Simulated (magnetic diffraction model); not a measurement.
# CsK2FeBr6: what an assumed order does to the neutron pattern

Space group Fm-3m (no. 225), a = 11.1750 Å.

```csv
site,atom,x,y,z
4b,Cs,1/2,0,0
24e,Br,0,0,0.7768
4a,Fe,0,0,0
8c,K,1/4,3/4,3/4
```

This is a made-up structure (elements placed in a structure type, unrelaxed), so the numbers test the method and describe no known phase.

Only Fe is taken to order (form factors of Fe3+); orders and moment sizes are assumed, and not adapted to the symmetry. Radiation: neutrons of λ = 2.52 Å, 5° to 100°; isotropic B of 0.17 Å² (Cs), 0.18 Å² (Br), 0.15 Å² (Fe) and 0.18 Å² (K). Simulated constant-wavelength pattern: nuclear and magnetic terms add, the magnetic one as |2.695 fm × Σ f S⊥ exp(2πi Q·r) exp(−B s²)|², summed over all Q at one angle with the factor 1/(sin²θ cos θ). For collinear order S is the moment m, which repeats by lattice and centring translations R with the sign exp(−2πi k·R). Free-ion form factors, Sears's scattering lengths of 1992, no absorption; a label names one of the reflections at its angle. The strongest nuclear line in the range is 100, and lines under 0.2 are left out.

Assume the order k = (0 0 0), collinear moments along [100], 4.37 μB on Fe.

Predict the pattern, nuclear and magnetic parts apart.

| 2θ (°) | index | nuclear | magnetic |
| --- | --- | --- | --- |
| 22.52 | (1 1 1) | 20.7 | 14.7 |
| 26.07 | (2 0 0) | 47.5 | 8.0 |
| 37.19 | (2 2 0) | 10.5 | 7.2 |
| 43.92 | (3 1 1) | 0.6 | 9.7 |
| 45.98 | (2 2 2) | 44.4 | 2.9 |
| 53.62 | (4 0 0) | 96.6 | 1.5 |
| 58.88 | (3 3 1) | 4.3 | 4.6 |
| 60.56 | (4 2 0) | 31.7 | 4.3 |
| 67.06 | (4 2 2) | 3.9 | 3.3 |
| 71.73 | (5 1 1) | 30.1 | 3.6 |
| 79.26 | (4 4 0) | 100.0 | 1.0 |
| 83.68 | (5 3 1) | 11.3 | 3.6 |
| 85.14 | (6 0 0) | 25.3 | 2.1 |
| 90.98 | (6 2 0) | 13.4 | 1.4 |
| 95.35 | (5 3 3) | 0.1 | 1.3 |
| 96.82 | (6 2 2) | 32.9 | 1.2 |

The strongest magnetic line in the range is (1 1 1) at 22.52° (14.7). On top of the Lorentz factor, which all lines share, magnetic lines fade with angle because f falls: for Fe3+ it is 0.92, 0.72, 0.50 and 0.17 at sin θ/λ = 0.1, 0.2, 0.3 and 0.5 Å⁻¹, while nuclear lengths stay constant. The net moment is 4.37 μB a primitive cell.

[Logs are printed without paths, hosts, clocks, repeated set-up lines and the standing remarks that a program may print on its own settings, such as how far it seeks lower states.]
